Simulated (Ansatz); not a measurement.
# NaF (Villiaumite, Fm-3m): a volume series of phonon spectra, part 3 of 4

Aim: how the vibrations of NaF (Villiaumite) shift with volume, and the expansion that follows.

Experimental results on record:
- volume expansion coefficient 95.1 1e-6/K and heat capacity C_P per formula unit 46.9 J/mol/K near room temperature (given in “High-Throughput Prediction of Finite-Temperature Properties using the Quasi-Harmonic Approximation”, 2016, arXiv:1603.06924)
- volume expansion coefficient 102.6 1e-6/K near room temperature (given in “Descriptors for thermal expansion in solids”, 2017, arXiv:1701.03966)

Ansatz 0.2.0; DFT PBEsol, scalar-relativistic, plane waves, PAW.

So far, highest frequency (cm⁻¹): step 5 (phonons, V/V0 1) 400.

## Step 9: Phonons, V/V0 0.985

Phonons at this volume give one point of F(V, T); meshes stay fixed along the series.

The input, input.yaml:

```yaml
crystal:
  lattice:
    - [0.0, 2.3029594553, 2.3029594553]
    - [2.3029594553, 0.0, 2.3029594553]
    - [2.3029594553, 2.3029594553, 0.0]
  atoms:
    - { symbol: Na, position: [0.0, 0.0, 0.0] }
    - { symbol: F, position: [0.5, 0.5, 0.5] }
kpoints:
  mp_grid: { grid: [8, 8, 8] }
hamiltonian:
  xc: pbesol
scf:
  occupations: { method: fixed }
output:
  eigenvalues: true
phonons:
  method: dfpt
  dielectric: true
  rigid_motions: translations
  qmesh: [4, 4, 4]
  temperatures: { t_max: 1000, t_step: 50 }
  qpath:
    path:
      - [[0.0, 0.0, 0.0], [0.5, 0.0, 0.5], [0.625, 0.25, 0.625]]
      - [[0.375, 0.375, 0.75], [0.0, 0.0, 0.0], [0.5, 0.5, 0.5], [0.5, 0.25, 0.75], [0.5, 0.0, 0.5]]
    npoints: 10
```

Launch:

```bash
$ ansatz run input.yaml --threads 4 --pin off --max-ram 8192MiB --backend cpu --events-out ev --progress --plain --runs-dir out
```

Numbers of over 12 decimals in the logs are rounded to 6 here.

The log of the run:

```text
[...]
Crystal: 2 atoms, lattice volume = 24.428 Å³
Basis set: ecut = 420 eV, 531 PW (Γ), exchange–correlation on 48×48×48 points (8 copies of the dense FFT grid, shifted against one another)
Bands: 12, of which v1, the nominal top of the filled ones, is band 8 counted from 1 (7 counted from 0)
Symmetry: 48 space group operations
k-points: 59 of 512 (irreducible under 8 space group operations, time reversal used)
[...]
optical modes at Γ + LO–TO along q̂ = [0.0000, 1.0000, 0.0000]:
      ω (cm⁻¹)  modes    IR ((D/Å)²/amu)
        248.19      2             4.5224
        406.92      1             2.2612
  optical modes at Γ + LO–TO along q̂ = [0.0000, 0.0000, 1.0000]:
      ω (cm⁻¹)  modes    IR ((D/Å)²/amu)
        248.19      2             4.5224
        406.92      1             2.2612
--- Phonons (arbitrary-q DFPT): 8 irreducible q on the 4×4×4 mesh ---
[...]
interpolated dispersion: 63 rows × 6 modes
[...]
[key lines of the parts left out:]
SCF converged after 8 iterations
Free energy (F): -2278.921529 eV
Fermi energy:    1.062444 eV
```

Elapsed: 32 s, on 4 threads of Arm Neoverse V2, shared host; peak memory 0.6 GiB; 2 min of CPU time.

LO-TO term included. Phonon branches along the path, in cm⁻¹:

| point | branch 1 | branch 2 | branch 3 | branch 4 | branch 5 | branch 6 |
| --- | --- | --- | --- | --- | --- | --- |
| Γ | 0 | 0 | 0 | 248 | 248 | 407 |
| halfway | 100 | 100 | 199 | 256 | 256 | 344 |
| X | 141 | 141 | 256 | 263 | 263 | 288 |
| halfway | 145 | 164 | 250 | 258 | 266 | 286 |
| U | 158 | 214 | 232 | 243 | 268 | 279 |
| jump to K | 158 | 214 | 232 | 243 | 268 | 279 |
| halfway | 123 | 141 | 193 | 218 | 259 | 359 |
| Γ | 0 | 0 | 0 | 248 | 248 | 407 |
| halfway | 108 | 108 | 169 | 235 | 235 | 382 |
| L | 179 | 179 | 201 | 201 | 301 | 307 |
| halfway | 179 | 187 | 226 | 238 | 272 | 290 |
| W | 209 | 209 | 209 | 232 | 274 | 274 |
| halfway | 164 | 169 | 244 | 254 | 266 | 283 |
| X | 141 | 141 | 256 | 263 | 263 | 288 |

The phonon branches as a text plot (rows in cm⁻¹):

```
    398 |***                        ********
    381 |   *                    ***        *
    365 |    **                 *            **
    348 |      *                               *
    331 |       *              *                *
    314 |                    **                  **
    297 |        ***                             ******
    280 |           *********                   *    ************
    263 |      *******************             *       **   *****
    246 |******  *     ********   **********          ***   ****
    229 |       *        ***     ***        ***      ********
    212 |                 ***  **              ** ****   ***
    195 |      *         *  *** *            *   **   **** **
    178 |               *   ***                 ********    **
    161 |    **        * ***   * *          *  *              *
    144 |           *****      **          *  *                **
    127 |   *    ***            * **         *
    110 |       *                *        * *
     93 |  *   *                 ****      *
     76 |    **                   **     *
     59 |   *                       *     *
     42 | **                        **  **
     25 | *                          *  *
      8 |*                            **
         Γ           X  U|K            Γ         L        W     X
```

No mode is imaginary beyond numerical noise at the solved wavevectors. The highest zone-centre mode (no LO–TO term) moved by +3.7 % for a volume change of -1.5 %.

## Step 10: A cell at another volume, V/V0 1.03

Symmetry fixes every atom, so a single point at the scaled cell gives the energy and pressure of this member.

The cell differs from the one that the last finished run ended in (a 3.257 → 3.306 Å, b 3.257 → 3.306 Å, c 3.257 → 3.306 Å).

input.yaml, the sections that differ from step 9:

```yaml
crystal:
  lattice:
    - [0.0, 2.3375089916, 2.3375089916]
    - [2.3375089916, 0.0, 2.3375089916]
    - [2.3375089916, 2.3375089916, 0.0]
  atoms:
    - { symbol: Na, position: [0.0, 0.0, 0.0] }
    - { symbol: F, position: [0.5, 0.5, 0.5] }
output:
  forces: true
  stress: true
  eigenvalues: true
  write_density: true
  write_potential: true
  elf: true
  volumetric_format: npy
# kpoints, hamiltonian, scf: as in step 9
# phonons: removed
```

The log of the run:

```text
[...]
Crystal: 2 atoms, lattice volume = 25.544 Å³
Basis set: ecut = 420 eV, 531 PW (Γ), exchange–correlation on 48×48×48 points (8 copies of the dense FFT grid, shifted against one another)
Bands: 12, of which v1, the nominal top of the filled ones, is band 8 counted from 1 (7 counted from 0)
Symmetry: 48 space group operations
[...]
k-points: 29 of 512
[...]
--- Band table (eV; the first three rows and the last of 29) ---
  k-point 0: bands = [... 4 lower, -18.1148, 0.7362, 0.7362, 0.7362, 6.7828, 19.3849, 19.3849, 19.3849]
  k-point 1: bands = [... 4 lower, -17.8770, 0.4461, 0.6999, 0.6999, 7.3215, 17.6271, 19.6131, 19.6131]
  k-point 2: bands = [... 4 lower, -17.6078, -0.1423, 0.6131, 0.6131, 8.6198, 15.5405, 20.1118, 20.1118]
  k-point 28: bands = [... 4 lower, -17.6365, -0.1214, -0.1214, 0.1815, 13.6051, 13.6051, 15.6012, 17.2171]
[key lines of the parts left out:]
SCF converged after 6 iterations
Free energy (F): -2278.919129 eV
Fermi energy:    0.736162 eV
P = ⅓ Tr σ = -1.3450 GPa (-13.450 kbar)
```

Wall time 0.54 s (4 threads); peak memory 0.26 GiB.

The run ends at a pressure of -1.35 GPa.

## Step 11: Lattice dynamics at this volume, V/V0 1.03

The same q-mesh and k-mesh are kept at every volume, so that much of their error can cancel in the differences.

input.yaml, the sections that differ from step 10:

```yaml
output:
  eigenvalues: true
phonons:
  method: dfpt
  dielectric: true
  rigid_motions: translations
  qmesh: [4, 4, 4]
  temperatures: { t_max: 1000, t_step: 50 }
  qpath:
    path:
      - [[0.0, 0.0, 0.0], [0.5, 0.0, 0.5], [0.625, 0.25, 0.625]]
      - [[0.375, 0.375, 0.75], [0.0, 0.0, 0.0], [0.5, 0.5, 0.5], [0.5, 0.25, 0.75], [0.5, 0.0, 0.5]]
    npoints: 10
# crystal, kpoints, hamiltonian, scf: as in step 10
```

The log of the run:

```text
[...]
Crystal: 2 atoms, lattice volume = 25.544 Å³
Basis set: ecut = 420 eV, 531 PW (Γ), exchange–correlation on 48×48×48 points (8 copies of the dense FFT grid, shifted against one another)
Bands: 12, of which v1, the nominal top of the filled ones, is band 8 counted from 1 (7 counted from 0)
Symmetry: 48 space group operations
k-points: 59 of 512 (irreducible under 8 space group operations, time reversal used)
[...]
optical modes at Γ + LO–TO along q̂ = [0.0000, 1.0000, 0.0000]:
      ω (cm⁻¹)  modes    IR ((D/Å)²/amu)
        222.26      2             4.5841
        388.30      1             2.2921
  optical modes at Γ + LO–TO along q̂ = [0.0000, 0.0000, 1.0000]:
      ω (cm⁻¹)  modes    IR ((D/Å)²/amu)
        222.26      2             4.5841
        388.30      1             2.2921
--- Phonons (arbitrary-q DFPT): 8 irreducible q on the 4×4×4 mesh ---
[...]
interpolated dispersion: 63 rows × 6 modes
[...]
[key lines of the parts left out:]
SCF converged after 8 iterations
Free energy (F): -2278.919129 eV
Fermi energy:    0.736024 eV
```

Elapsed: 32 s, on 4 threads; peak memory 0.61 GiB; 2 min of CPU time.

No mode is imaginary beyond numerical noise at the solved wavevectors. The highest zone-centre mode (no LO–TO term) moved by -7.1 % for a volume change of +3.0 %.

## Step 12: Single point at a scaled cell, V/V0 0.97

Symmetry fixes every atom, so a single point at the scaled cell gives the energy and pressure of this member.

The cell differs from the one that the last finished run ended in (a 3.306 → 3.240 Å, b 3.306 → 3.240 Å, c 3.306 → 3.240 Å).

input.yaml, the sections that differ from step 11:

```yaml
crystal:
  lattice:
    - [0.0, 2.2912094577, 2.2912094577]
    - [2.2912094577, 0.0, 2.2912094577]
    - [2.2912094577, 2.2912094577, 0.0]
  atoms:
    - { symbol: Na, position: [0.0, 0.0, 0.0] }
    - { symbol: F, position: [0.5, 0.5, 0.5] }
output:
  forces: true
  stress: true
  eigenvalues: true
# kpoints, hamiltonian, scf: as in step 11
# phonons: removed
```

The log of the run:

```text
[...]
Crystal: 2 atoms, lattice volume = 24.056 Å³
Basis set: ecut = 420 eV, 459 PW (Γ), exchange–correlation on 48×48×48 points (8 copies of the dense FFT grid, shifted against one another)
Bands: 12, of which v1, the nominal top of the filled ones, is band 8 counted from 1 (7 counted from 0)
Symmetry: 48 space group operations
[...]
k-points: 29 of 512
[...]
--- Band table (eV; the first three rows and the last of 29) ---
  k-point 0: bands = [... 4 lower, -17.4940, 1.1813, 1.1813, 1.1813, 7.5399, 20.2462, 20.2462, 20.2462]
  k-point 1: bands = [... 4 lower, -17.3061, 0.8657, 1.1388, 1.1388, 8.1017, 18.4590, 20.5001, 20.5001]
  k-point 2: bands = [... 4 lower, -17.0278, 0.2277, 1.0406, 1.0406, 9.4442, 16.3673, 21.0751, 21.0751]
  k-point 28: bands = [... 4 lower, -17.0738, 0.2545, 0.2545, 0.5721, 14.4384, 14.4384, 16.7047, 18.3477]
[key lines of the parts left out:]
SCF converged after 6 iterations
Free energy (F): -2278.918763 eV
Fermi energy:    1.181314 eV
P = ⅓ Tr σ = 1.5800 GPa (15.800 kbar)
```

The job ended after 0.41 s (4 threads; peak memory 0.25 GiB; 0.8 s of CPU time).

The run ends at a pressure of 1.58 GPa.

## Step 13: Phonons, V/V0 0.97

The same q-mesh and k-mesh are kept at every volume, so that much of their error can cancel in the differences.

input.yaml, the sections that differ from step 12:

```yaml
output:
  eigenvalues: true
phonons:
  method: dfpt
  dielectric: true
  rigid_motions: translations
  qmesh: [4, 4, 4]
  temperatures: { t_max: 1000, t_step: 50 }
  qpath:
    path:
      - [[0.0, 0.0, 0.0], [0.5, 0.0, 0.5], [0.625, 0.25, 0.625]]
      - [[0.375, 0.375, 0.75], [0.0, 0.0, 0.0], [0.5, 0.5, 0.5], [0.5, 0.25, 0.75], [0.5, 0.0, 0.5]]
    npoints: 10
# crystal, kpoints, hamiltonian, scf: as in step 12
```

The log of the run:

```text
[...]
Crystal: 2 atoms, lattice volume = 24.056 Å³
Basis set: ecut = 420 eV, 459 PW (Γ), exchange–correlation on 48×48×48 points (8 copies of the dense FFT grid, shifted against one another)
Bands: 12, of which v1, the nominal top of the filled ones, is band 8 counted from 1 (7 counted from 0)
Symmetry: 48 space group operations
k-points: 59 of 512 (irreducible under 8 space group operations, time reversal used)
[...]
optical modes at Γ + LO–TO along q̂ = [0.0000, 1.0000, 0.0000]:
      ω (cm⁻¹)  modes    IR ((D/Å)²/amu)
        257.28      2             4.5009
        413.62      1             2.2504
  optical modes at Γ + LO–TO along q̂ = [0.0000, 0.0000, 1.0000]:
      ω (cm⁻¹)  modes    IR ((D/Å)²/amu)
        257.28      2             4.5009
        413.62      1             2.2504
--- Phonons (arbitrary-q DFPT): 8 irreducible q on the 4×4×4 mesh ---
[...]
interpolated dispersion: 63 rows × 6 modes
[...]
[key lines of the parts left out:]
SCF converged after 8 iterations
Free energy (F): -2278.918763 eV
Fermi energy:    1.181171 eV
```

Elapsed: 32 s, on 4 threads; peak memory 0.59 GiB; 2 min of CPU time.

LO-TO term included. Phonon branches along the path, in cm⁻¹:

| point | branch 1 | branch 2 | branch 3 | branch 4 | branch 5 | branch 6 |
| --- | --- | --- | --- | --- | --- | --- |
| Γ | 0 | 0 | 0 | 257 | 257 | 414 |
| halfway | 100 | 100 | 207 | 265 | 265 | 348 |
| X | 141 | 141 | 258 | 273 | 273 | 297 |
| halfway | 146 | 165 | 252 | 268 | 275 | 294 |
| U | 159 | 216 | 233 | 252 | 277 | 289 |
| jump to K | 159 | 216 | 233 | 252 | 277 | 289 |
| halfway | 123 | 147 | 198 | 225 | 268 | 364 |
| Γ | 0 | 0 | 0 | 257 | 257 | 414 |
| halfway | 112 | 112 | 172 | 244 | 244 | 389 |
| L | 185 | 185 | 208 | 208 | 306 | 312 |
| halfway | 183 | 190 | 233 | 244 | 279 | 296 |
| W | 210 | 210 | 214 | 238 | 284 | 284 |
| halfway | 164 | 171 | 246 | 263 | 276 | 293 |
| X | 141 | 141 | 258 | 273 | 273 | 297 |

The phonon branches as a text plot (rows in cm⁻¹):

```
    405 |***                        ********
    388 |   *                    ***        *
    371 |    **                 *            **
    353 |      *                               *
    336 |                      *                *
    319 |       *            **                  **
    302 |        *******                         ******       ***
    284 |               *******                 *    *********
    267 |  **************      ******          *       *      ***
    250 |**      *   **********   ***********         **    *****
    233 |       *        ***   ***           **     **********
    215 |                 ******               ******    ***
    198 |      *         *  *   *            *        **** **
    181 |    **         *   ***                 ********    **
    164 |              * ***   * *          *  *              *
    146 |           *****      **          *  *                **
    129 |   *    ***            * **         *
    112 |       *                *        * *
     95 |  *   *                 ****      *
     78 |    **                   **     **
     60 |   *                       *
     43 | **                        **  **
     26 | *                          *  *
      9 |*                            **
         Γ           X  U|K            Γ         L        W     X
```

No mode is imaginary beyond numerical noise at the solved wavevectors. The highest zone-centre mode (no LO–TO term) moved by +7.5 % for a volume change of -3.0 %.

## Step 14: Single point at a scaled cell, V/V0 1.05

Symmetry fixes every atom, so a single point at the scaled cell gives the energy and pressure of this member.

The cell differs from the one that the last finished run ended in (a 3.240 → 3.327 Å, b 3.240 → 3.327 Å, c 3.240 → 3.327 Å).

input.yaml, the sections that differ from step 13:

```yaml
crystal:
  lattice:
    - [0.0, 2.3525416169, 2.3525416169]
    - [2.3525416169, 0.0, 2.3525416169]
    - [2.3525416169, 2.3525416169, 0.0]
  atoms:
    - { symbol: Na, position: [0.0, 0.0, 0.0] }
    - { symbol: F, position: [0.5, 0.5, 0.5] }
output:
  forces: true
  stress: true
  eigenvalues: true
# kpoints, hamiltonian, scf: as in step 13
# phonons: removed
```

The log of the run:

```text
[...]
Crystal: 2 atoms, lattice volume = 26.040 Å³
Basis set: ecut = 420 eV, 531 PW (Γ), exchange–correlation on 48×48×48 points (8 copies of the dense FFT grid, shifted against one another)
Bands: 12, of which v1, the nominal top of the filled ones, is band 8 counted from 1 (7 counted from 0)
Symmetry: 48 space group operations
[...]
k-points: 29 of 512
[...]
--- Band table (eV; the first three rows and the last of 29) ---
  k-point 0: bands = [... 4 lower, -18.3081, 0.6019, 0.6019, 0.6019, 6.5530, 19.1168, 19.1168, 19.1168]
  k-point 1: bands = [... 4 lower, -18.0439, 0.3188, 0.5669, 0.5669, 7.0842, 17.3678, 19.3366, 19.3366]
  k-point 2: bands = [... 4 lower, -17.7806, -0.2542, 0.4834, 0.4834, 8.3683, 15.2835, 19.8114, 19.8114]
  k-point 28: bands = [... 4 lower, -17.8026, -0.2352, -0.2352, 0.0624, 13.3472, 13.3472, 15.2606, 16.8692]
[key lines of the parts left out:]
SCF converged after 6 iterations
Free energy (F): -2278.913875 eV
Fermi energy:    0.601892 eV
P = ⅓ Tr σ = -2.1185 GPa (-21.185 kbar)
```

Run time: 0.4 s. Hardware: 4 threads; peak memory 0.25 GiB.

The run ends at a pressure of -2.12 GPa.

(Continued in part 4 of 4.)

[Logs are printed without paths, hosts, clocks, repeated set-up lines and the standing remarks that a program may print on its own settings, such as how far it seeks lower states.]

[Hosts, paths, dates, database ids (printed as entryN), source tags and the programs' standing remarks are cut or masked in the printed files.]

[A step with changed settings may run another functional than the one named; its input shows which.]

[Of the runs on displaced cells, only some may be shown.]
